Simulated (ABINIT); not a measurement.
# InSbSe3 (Pm-3m): zone-centre phonons, part 2 of 4

Aim: the zone-centre modes of InSbSe3 (Pm-3m).

ABINIT 10.8.3; DFT LDA, scalar-relativistic, plane waves, HGH norm-conserving pseudopotentials.

So far. Step 4 (Relaxation): The volume changes by +0.1 % in this run and stands +9.6 % from the first cell. Step 5 (Ground state): The cell stands at -0.88 GPa: the relaxation ran with a smoothed and higher cutoff, and the difference is a stress of the finite basis. The relaxed cell has a = 5.214 Å (conventional setting).

The structure was built from a prototype and need not be the compound's stable phase.

## Step 6: Linear response at Γ

At q = 0 one unit cell holds all displacements. The response is solved for single atoms along the cell's directions, and symmetry skips those that follow from others. The crystal is treated as a metal, which screens a static field, so no field response is asked.

Input file dfpt_gamma.abi:

```

# common to the responses
getwfk_filepath "gso_WFK"
kptopt 2
nqpt 1
qpt 0.0 0.0 0.0
asr 0
chneut 0

# displacements
rfphon 1
rfatpol 1 5
rfdir 1 1 1
tolvrs 1.0d-10
prtwf 0

# basis, mesh and filling
ecut 20.0
ixc 7
ngkpt 4 4 4
nshiftk 1
shiftk 0.0 0.0 0.0
istwfk *1
occopt 6
tsmear 0.01
nband 20
nstep 100
diemac 1000000.0
prtebands 0
prtgsr 0

# cell and atoms
acell 9.852645197 9.852645197 9.852645197
rprim 
    1.0 0.0 0.0
    0.0 1.0 0.0
    0.0 0.0 1.0
ntypat 3
znucl 49 51 34
natom 5
typat 1 2 3 3 3
xred 
    0.0 0.0 0.0
    0.5 0.5 0.5
    0.5 0.5 0.0
    0.5 0.0 0.5
    0.0 0.5 0.5
pp_dirpath "./pseudo"
pseudos "In.hgh, Sb.hgh, Se.hgh"
```

Launch:

```console
$ OMP_NUM_THREADS=1 mpirun -n 4 abinit dfpt_gamma.abi > dfpt_gamma.log
```

Numbers of over 12 decimals in the logs are rounded to 6 here.

dfpt_gamma.abo, the main output file:

```text
[banners, grids, parts of the stress and lines that vanish by symmetry left out]
- input  file    -> dfpt_gamma.abi
- output file    -> dfpt_gamma.abo
- root for input  files -> dfpt_gammai
- root for output files -> dfpt_gammao

 Symmetries : space group Pm -3 m (#221); Bravais cP (primitive cubic)
================================================================================
 Values of the parameters that define the memory need of the present run (RF).
     intxc =       0      iscf =       7    lmnmax =       6     lnmax =       6
     mgfft =      40  mpssoang =       3    mqgrid =    3001     natom =       5
  nloc_mem =       1    nspden =       1   nspinor =       1    nsppol =       1
      nsym =      48    n1xccc =       0    ntypat =       3    occopt =       6
   xclevel =       1
-    mband =          20        mffmem =           1         mkmem =           9
-   mkqmem =           9        mk1mem =           9           mpw =        4116
      nfft =       64000          nkpt =          36
- my_mband =          20
================================================================================
================================================================================

--------------------------------------------------------------------------------
------------- Echo of variables that govern the present computation ------------
--------------------------------------------------------------------------------
-
- outvars: echo of selected default values
-   iomode0 =  0 , fftalg0 =312 , wfoptalg0 =  0
-
- outvars: echo of global parameters not present in the input file
-  max_nthreads =    1
-
 -outvars: echo values of preprocessed input variables
 [... echo left out ...]
================================================================================

 chkinp: Checking input parameters for consistency.

[...]
== DATASET  1 ==================================================================
-   mpi_nproc: 4, omp_nthreads: 1 (-1 if OMP is not activated)

--- !DatasetInfo
iteration_state: {dtset: 1, }
dimensions: {natom: 5, nkpt: 36, mband: 20, nsppol: 1, nspinor: 1, nspden: 1, mpw: 4116, }
cutoff_energies: {ecut:  20.0, pawecutdg:  -1.0, }
electrons: {nelect:   2.60000000E+01, charge:   0.00000000E+00, occopt:   6.00000000E+00, tsmear:   1.00000000E-02, }
meta: {optdriver: 1, rfphon: 1, }
...

 mkfilename: getwfk from: gso_WFK

 Exchange-correlation functional for the present dataset will be:
  LDA: Perdew-Wang 92 LSD fit to Ceperley-Alder data - ixc=7
 Citation for XC functional:
  J.P.Perdew and Y.Wang, PRB 45, 13244 (1992)

 Real(R)+Recip(G) space primitive vectors, cartesian coordinates (Bohr,Bohr^-1):
 R(1)=  9.8526452  0.0000000  0.0000000  G(1)=  0.1014956  0.0000000  0.0000000
 R(2)=  0.0000000  9.8526452  0.0000000  G(2)=  0.0000000  0.1014956  0.0000000
 R(3)=  0.0000000  0.0000000  9.8526452  G(3)=  0.0000000  0.0000000  0.1014956
 Unit cell volume ucvol=  9.5644176E+02 bohr^3
 Angles (23,13,12)=  9.00000000E+01  9.00000000E+01  9.00000000E+01 degrees
 setup1 : take into account q-point for computing boxcut.

 getcut: wavevector=  0.0000  0.0000  0.0000  ngfft=  40  40  40
         ecut(hartree)=     20.000   => boxcut(ratio)=   2.01663

--- Pseudopotential description ------------------------------------------------
- pspini: atom type   1  psp file is ./pseudo/In.hgh

- pspini: atom type   2  psp file is ./pseudo/Sb.hgh

- pspini: atom type   3  psp file is ./pseudo/Se.hgh

   2.05970195E+03                                ecore*ucvol(ha*bohr**3)
--------------------------------------------------------------------------------

 ==>  initialize data related to q vector <==

 The list of irreducible perturbations for this q vector is:
    1)    idir= 1    ipert=   1
    2)    idir= 1    ipert=   2
    3)    idir= 1    ipert=   3
    4)    idir= 3    ipert=   3

[...]
The perturbation idir=   2  ipert=   1 is
 symmetric of a previously calculated perturbation.
 So, its SCF calculation is not needed.

 The perturbation idir=   3  ipert=   1 is
 symmetric of a previously calculated perturbation.
 So, its SCF calculation is not needed.

 The perturbation idir=   2  ipert=   2 is
 symmetric of a previously calculated perturbation.
 So, its SCF calculation is not needed.

 The perturbation idir=   3  ipert=   2 is
 symmetric of a previously calculated perturbation.
 So, its SCF calculation is not needed.

[...]
The perturbation idir=   2  ipert=   5 is
 symmetric of a previously calculated perturbation.
 So, its SCF calculation is not needed.

 The perturbation idir=   3  ipert=   5 is
 symmetric of a previously calculated perturbation.
 So, its SCF calculation is not needed.

--------------------------------------------------------------------------------
 Perturbation wavevector (in red.coord.)   0.000000  0.000000  0.000000
 Perturbation : displacement of atom   1   along direction   1
 Found     8 symmetries that leave the perturbation invariant.

[...]
dfpt_looppert : total number of electrons, from k and k+q
  fully or partially occupied states are    2.600000E+01 and    2.600000E+01.
 Initialisation of the first-order wave-functions :
  ireadwf=   0

--- !BeginCycle
iteration_state: {dtset: 1, }
solver: {iscf: 7, nstep: 100, nline: 4, wfoptalg: 0, }
tolerances: {tolvrs: 1.00E-10, }
...

     iter   2DEtotal(Ha)        deltaE(Ha) residm    vres2
-ETOT  1   15.643363617568     -4.015E+01 3.113E+00 4.460E+04
 ETOT  2 -0.474925     -1.612E+01 1.064E-01 1.142E+03
 ETOT  3 -0.917534     -4.426E-01 3.734E-02 1.350E+02
 ETOT  4 -0.962583     -4.505E-02 3.852E-03 1.385E+00
 ETOT  5 -0.962971     -3.878E-04 6.523E-04 9.999E-03
[...]
At SCF step   11       vres2   =  3.99E-11 < tolvrs=  1.00E-10 =>converged.
[...]
Mean square residual over all n,k,spin=   25.917E-12; max=  83.591E-10

 Thirteen components of 2nd-order total energy (hartree) are
 1,2,3: 0th-order hamiltonian combined with 1st-order wavefunctions
     kin0=   5.13537618E+01 eigvalue=   7.72070642E-01  local=  -1.33688855E+01
 4,5,6: 1st-order hamiltonian combined with 1st and 0th-order wfs
 loc psp =  -4.49045652E+01  Hartree=   9.63069562E+00     xc=  -5.99920993E+00
 note that "loc psp" includes a xc core correction that could be resolved
 7,8,9: eventually, occupation + non-local contributions
    edocc=   6.02167629E+00     enl0=   8.34292725E+00   enl1=  -6.86015072E+01
 1-9 gives the relaxation energy (to be shifted if some occ is /=2.0)
   erelax=  -5.67530363E+01
 10,11,12 Non-relaxation  contributions : frozen-wavefunctions and Ewald
 fr.local=  -6.39359832E+00 fr.nonlo=   3.28487418E+01  Ewald=   2.93349165E+01
 13,14 Frozen wf xc core corrections (1) and (2)
 frxc 1  =   0.00000000E+00  frxc 2 =   0.00000000E+00
 Resulting in :
 2DEtotal=   -0.9629763077E+00 Ha. Also 2DEtotal=   -0.262039202538E+02 eV
    (2DErelax=   -5.6753036306E+01 Ha. 2DEnonrelax=    5.5790059999E+01 Ha)
    (  non-var. 2DEtotal :   -9.6297622041E-01 Ha)

[...]
Perturbation wavevector (in red.coord.)   0.000000  0.000000  0.000000
 Perturbation : displacement of atom   2   along direction   1
 Found     8 symmetries that leave the perturbation invariant.

[...]
dfpt_looppert : total number of electrons, from k and k+q
  fully or partially occupied states are    2.600000E+01 and    2.600000E+01.
 Initialisation of the first-order wave-functions :
  ireadwf=   0

--- !BeginCycle
iteration_state: {dtset: 1, }
solver: {iscf: 7, nstep: 100, nline: 4, wfoptalg: 0, }
tolerances: {tolvrs: 1.00E-10, }
...

     iter   2DEtotal(Ha)        deltaE(Ha) residm    vres2
-ETOT  1   149.52475017725     -6.095E+01 1.333E+00 3.403E+05
[...]
At SCF step   12       vres2   =  6.45E-12 < tolvrs=  1.00E-10 =>converged.
[...]
Mean square residual over all n,k,spin=   11.233E-14; max=  28.130E-12

 Thirteen components of 2nd-order total energy (hartree) are
 1,2,3: 0th-order hamiltonian combined with 1st-order wavefunctions
     kin0=   1.66545512E+02 eigvalue=   1.16909543E+01  local=  -4.90492043E+01
 4,5,6: 1st-order hamiltonian combined with 1st and 0th-order wfs
 loc psp =  -2.23542649E+02  Hartree=   4.77628149E+01     xc=  -1.77969913E+01
 note that "loc psp" includes a xc core correction that could be resolved
 7,8,9: eventually, occupation + non-local contributions
    edocc=   1.66645699E+01     enl0=   3.35823289E+01   enl1=  -1.95257321E+02
 1-9 gives the relaxation energy (to be shifted if some occ is /=2.0)
   erelax=  -2.09399985E+02
 10,11,12 Non-relaxation  contributions : frozen-wavefunctions and Ewald
 fr.local=   6.84526356E+01 fr.nonlo=   9.73830343E+01  Ewald=   4.46400903E+01
 13,14 Frozen wf xc core corrections (1) and (2)
 frxc 1  =   0.00000000E+00  frxc 2 =   0.00000000E+00
 Resulting in :
 2DEtotal=    0.1075775457E+01 Ha. Also 2DEtotal=    0.292733414803E+02 eV
    (2DErelax=   -2.0939998481E+02 Ha. 2DEnonrelax=    2.1047576026E+02 Ha)
    (  non-var. 2DEtotal :    1.0757755383E+00 Ha)

[...]
Perturbation wavevector (in red.coord.)   0.000000  0.000000  0.000000
 Perturbation : displacement of atom   3   along direction   1
 Found     4 symmetries that leave the perturbation invariant.

[...]
dfpt_looppert : total number of electrons, from k and k+q
  fully or partially occupied states are    2.600000E+01 and    2.600000E+01.
 Initialisation of the first-order wave-functions :
  ireadwf=   0

--- !BeginCycle
iteration_state: {dtset: 1, }
solver: {iscf: 7, nstep: 100, nline: 4, wfoptalg: 0, }
tolerances: {tolvrs: 1.00E-10, }
...

     iter   2DEtotal(Ha)        deltaE(Ha) residm    vres2
-ETOT  1   296.45836915746     -2.782E+02 5.899E+00 6.669E+05
[...]
At SCF step   13       vres2   =  8.13E-12 < tolvrs=  1.00E-10 =>converged.
[...]
Mean square residual over all n,k,spin=   16.721E-14; max=  40.905E-12

 Thirteen components of 2nd-order total energy (hartree) are
 1,2,3: 0th-order hamiltonian combined with 1st-order wavefunctions
     kin0=   5.76823344E+02 eigvalue=   1.56273356E+01  local=  -3.53518534E+02
 4,5,6: 1st-order hamiltonian combined with 1st and 0th-order wfs
 loc psp =  -2.76908620E+02  Hartree=   1.47979959E+02     xc=  -5.28854276E+01
 note that "loc psp" includes a xc core correction that could be resolved
 7,8,9: eventually, occupation + non-local contributions
    edocc=   1.57929554E+01     enl0=   2.26886815E+02   enl1=  -8.76504275E+02
 1-9 gives the relaxation energy (to be shifted if some occ is /=2.0)
   erelax=  -5.76706448E+02
 10,11,12 Non-relaxation  contributions : frozen-wavefunctions and Ewald
 fr.local=   1.32152134E+02 fr.nonlo=   4.45187635E+02  Ewald=  -2.69829768E+00
 13,14 Frozen wf xc core corrections (1) and (2)
 frxc 1  =   0.00000000E+00  frxc 2 =   0.00000000E+00
 Resulting in :
 2DEtotal=   -0.2064976275E+01 Ha. Also 2DEtotal=   -0.561908670008E+02 eV
    (2DErelax=   -5.7670644778E+02 Ha. 2DEnonrelax=    5.7464147151E+02 Ha)
    (  non-var. 2DEtotal :   -2.0649761596E+00 Ha)

[...]
Perturbation wavevector (in red.coord.)   0.000000  0.000000  0.000000
 Perturbation : displacement of atom   3   along direction   3
 Found     8 symmetries that leave the perturbation invariant.

--------------------------------------------------------------------------------

--------------------------------------------------------------------------------

 dfpt_looppert : total number of electrons, from k and k+q
  fully or partially occupied states are    2.600000E+01 and    2.600000E+01.
 Initialisation of the first-order wave-functions :
  ireadwf=   0

--- !BeginCycle
iteration_state: {dtset: 1, }
solver: {iscf: 7, nstep: 100, nline: 4, wfoptalg: 0, }
tolerances: {tolvrs: 1.00E-10, }
...

     iter   2DEtotal(Ha)        deltaE(Ha) residm    vres2
-ETOT  1   466.02656570540     -1.083E+02 1.059E+00 9.679E+05
[...]
ETOT 11   5.127070     -1.501E-11 3.787E-10 4.241E-10
 ETOT 12   5.127070     -6.025E-12 1.026E-10 1.309E-11

 At SCF step   12       vres2   =  1.31E-11 < tolvrs=  1.00E-10 =>converged.
[...]
Mean square residual over all n,k,spin=   75.870E-14; max=  10.260E-11

 Thirteen components of 2nd-order total energy (hartree) are
 1,2,3: 0th-order hamiltonian combined with 1st-order wavefunctions
     kin0=   5.38006066E+02 eigvalue=   2.03263226E+01  local=  -3.12906277E+02
 4,5,6: 1st-order hamiltonian combined with 1st and 0th-order wfs
 loc psp =  -3.05671430E+02  Hartree=   1.59844992E+02     xc=  -5.14425346E+01
 note that "loc psp" includes a xc core correction that could be resolved
 7,8,9: eventually, occupation + non-local contributions
    edocc=   3.26741253E+01     enl0=   1.82651054E+02   enl1=  -8.32636067E+02
 1-9 gives the relaxation energy (to be shifted if some occ is /=2.0)
   erelax=  -5.69153748E+02
 10,11,12 Non-relaxation  contributions : frozen-wavefunctions and Ewald
 fr.local=   1.41766219E+01 fr.nonlo=   4.01655863E+02  Ewald=   1.58448334E+02
 13,14 Frozen wf xc core corrections (1) and (2)
 frxc 1  =   0.00000000E+00  frxc 2 =   0.00000000E+00
 Resulting in :
 2DEtotal=    0.5127069983E+01 Ha. Also 2DEtotal=    0.139514681614E+03 eV
    (2DErelax=   -5.6915374809E+02 Ha. 2DEnonrelax=    5.7428081807E+02 Ha)
    (  non-var. 2DEtotal :    5.1270700061E+00 Ha)

[...]
---- first-order wavefunction calculations are completed ----

 ==> Compute Derivative Database <==

 [... matrices left out ...]
  Phonon wavevector (reduced coordinates) :  0.00000  0.00000  0.00000
 Phonon energies in Hartree :
  -4.583179E-04 -4.583179E-04 -4.583179E-04 -4.225487E-04 -4.225487E-04
  -4.225487E-04 -2.211683E-04 -2.211683E-04 -2.211683E-04  1.464816E-05
   1.464816E-05  1.464816E-05  7.149849E-04  7.149849E-04  7.149849E-04
 Phonon frequencies in cm-1    :
- -1.005892E+02 -1.005892E+02 -1.005892E+02 -9.273872E+01 -9.273872E+01
- -9.273872E+01 -4.854084E+01 -4.854084E+01 -4.854084E+01  3.214900E+00
-  3.214900E+00  3.214900E+00  1.569210E+02  1.569210E+02  1.569210E+02

== END DATASET(S) ==============================================================
================================================================================

 -outvars: echo values of variables after computation
            acell      9.8526451970E+00  9.8526451970E+00  9.8526451970E+00 Bohr
           etotal      5.1270699829E+00
            fcart      0.0000000000E+00  0.0000000000E+00  0.0000000000E+00
           strten      0.0000000000E+00  0.0000000000E+00  0.0000000000E+00
================================================================================
```

It took 75 s on 4 MPI ranks of Arm Neoverse V1, shared host.

This step gave:

| Quantity | Value |
| --- | --- |
| largest acoustic frequency at the zone centre before the sum rule | 3.21 cm⁻¹ |
| highest optical zone-centre mode (no LO-TO term) | 156.9 cm⁻¹ |
| lowest optical zone-centre mode | -100.6 cm⁻¹ |

The acoustic modes at Γ come out as far as 3.2 cm⁻¹ from zero, where they should vanish, a small numerical error. The lowest optical mode is imaginary, 101i cm⁻¹, an instability at this level and on this k mesh.

(Continued in part 3 of 4.)

[Host names and launcher messages were left out of these logs when they were recorded.]

[Logs are printed without paths, hosts, clocks, repeated set-up lines and the standing remarks that a program may print on its own settings, such as how far it seeks lower states.]

[Hosts, paths, dates, database ids (printed as entryN), source tags and the programs' standing remarks are cut or masked in the printed files.]
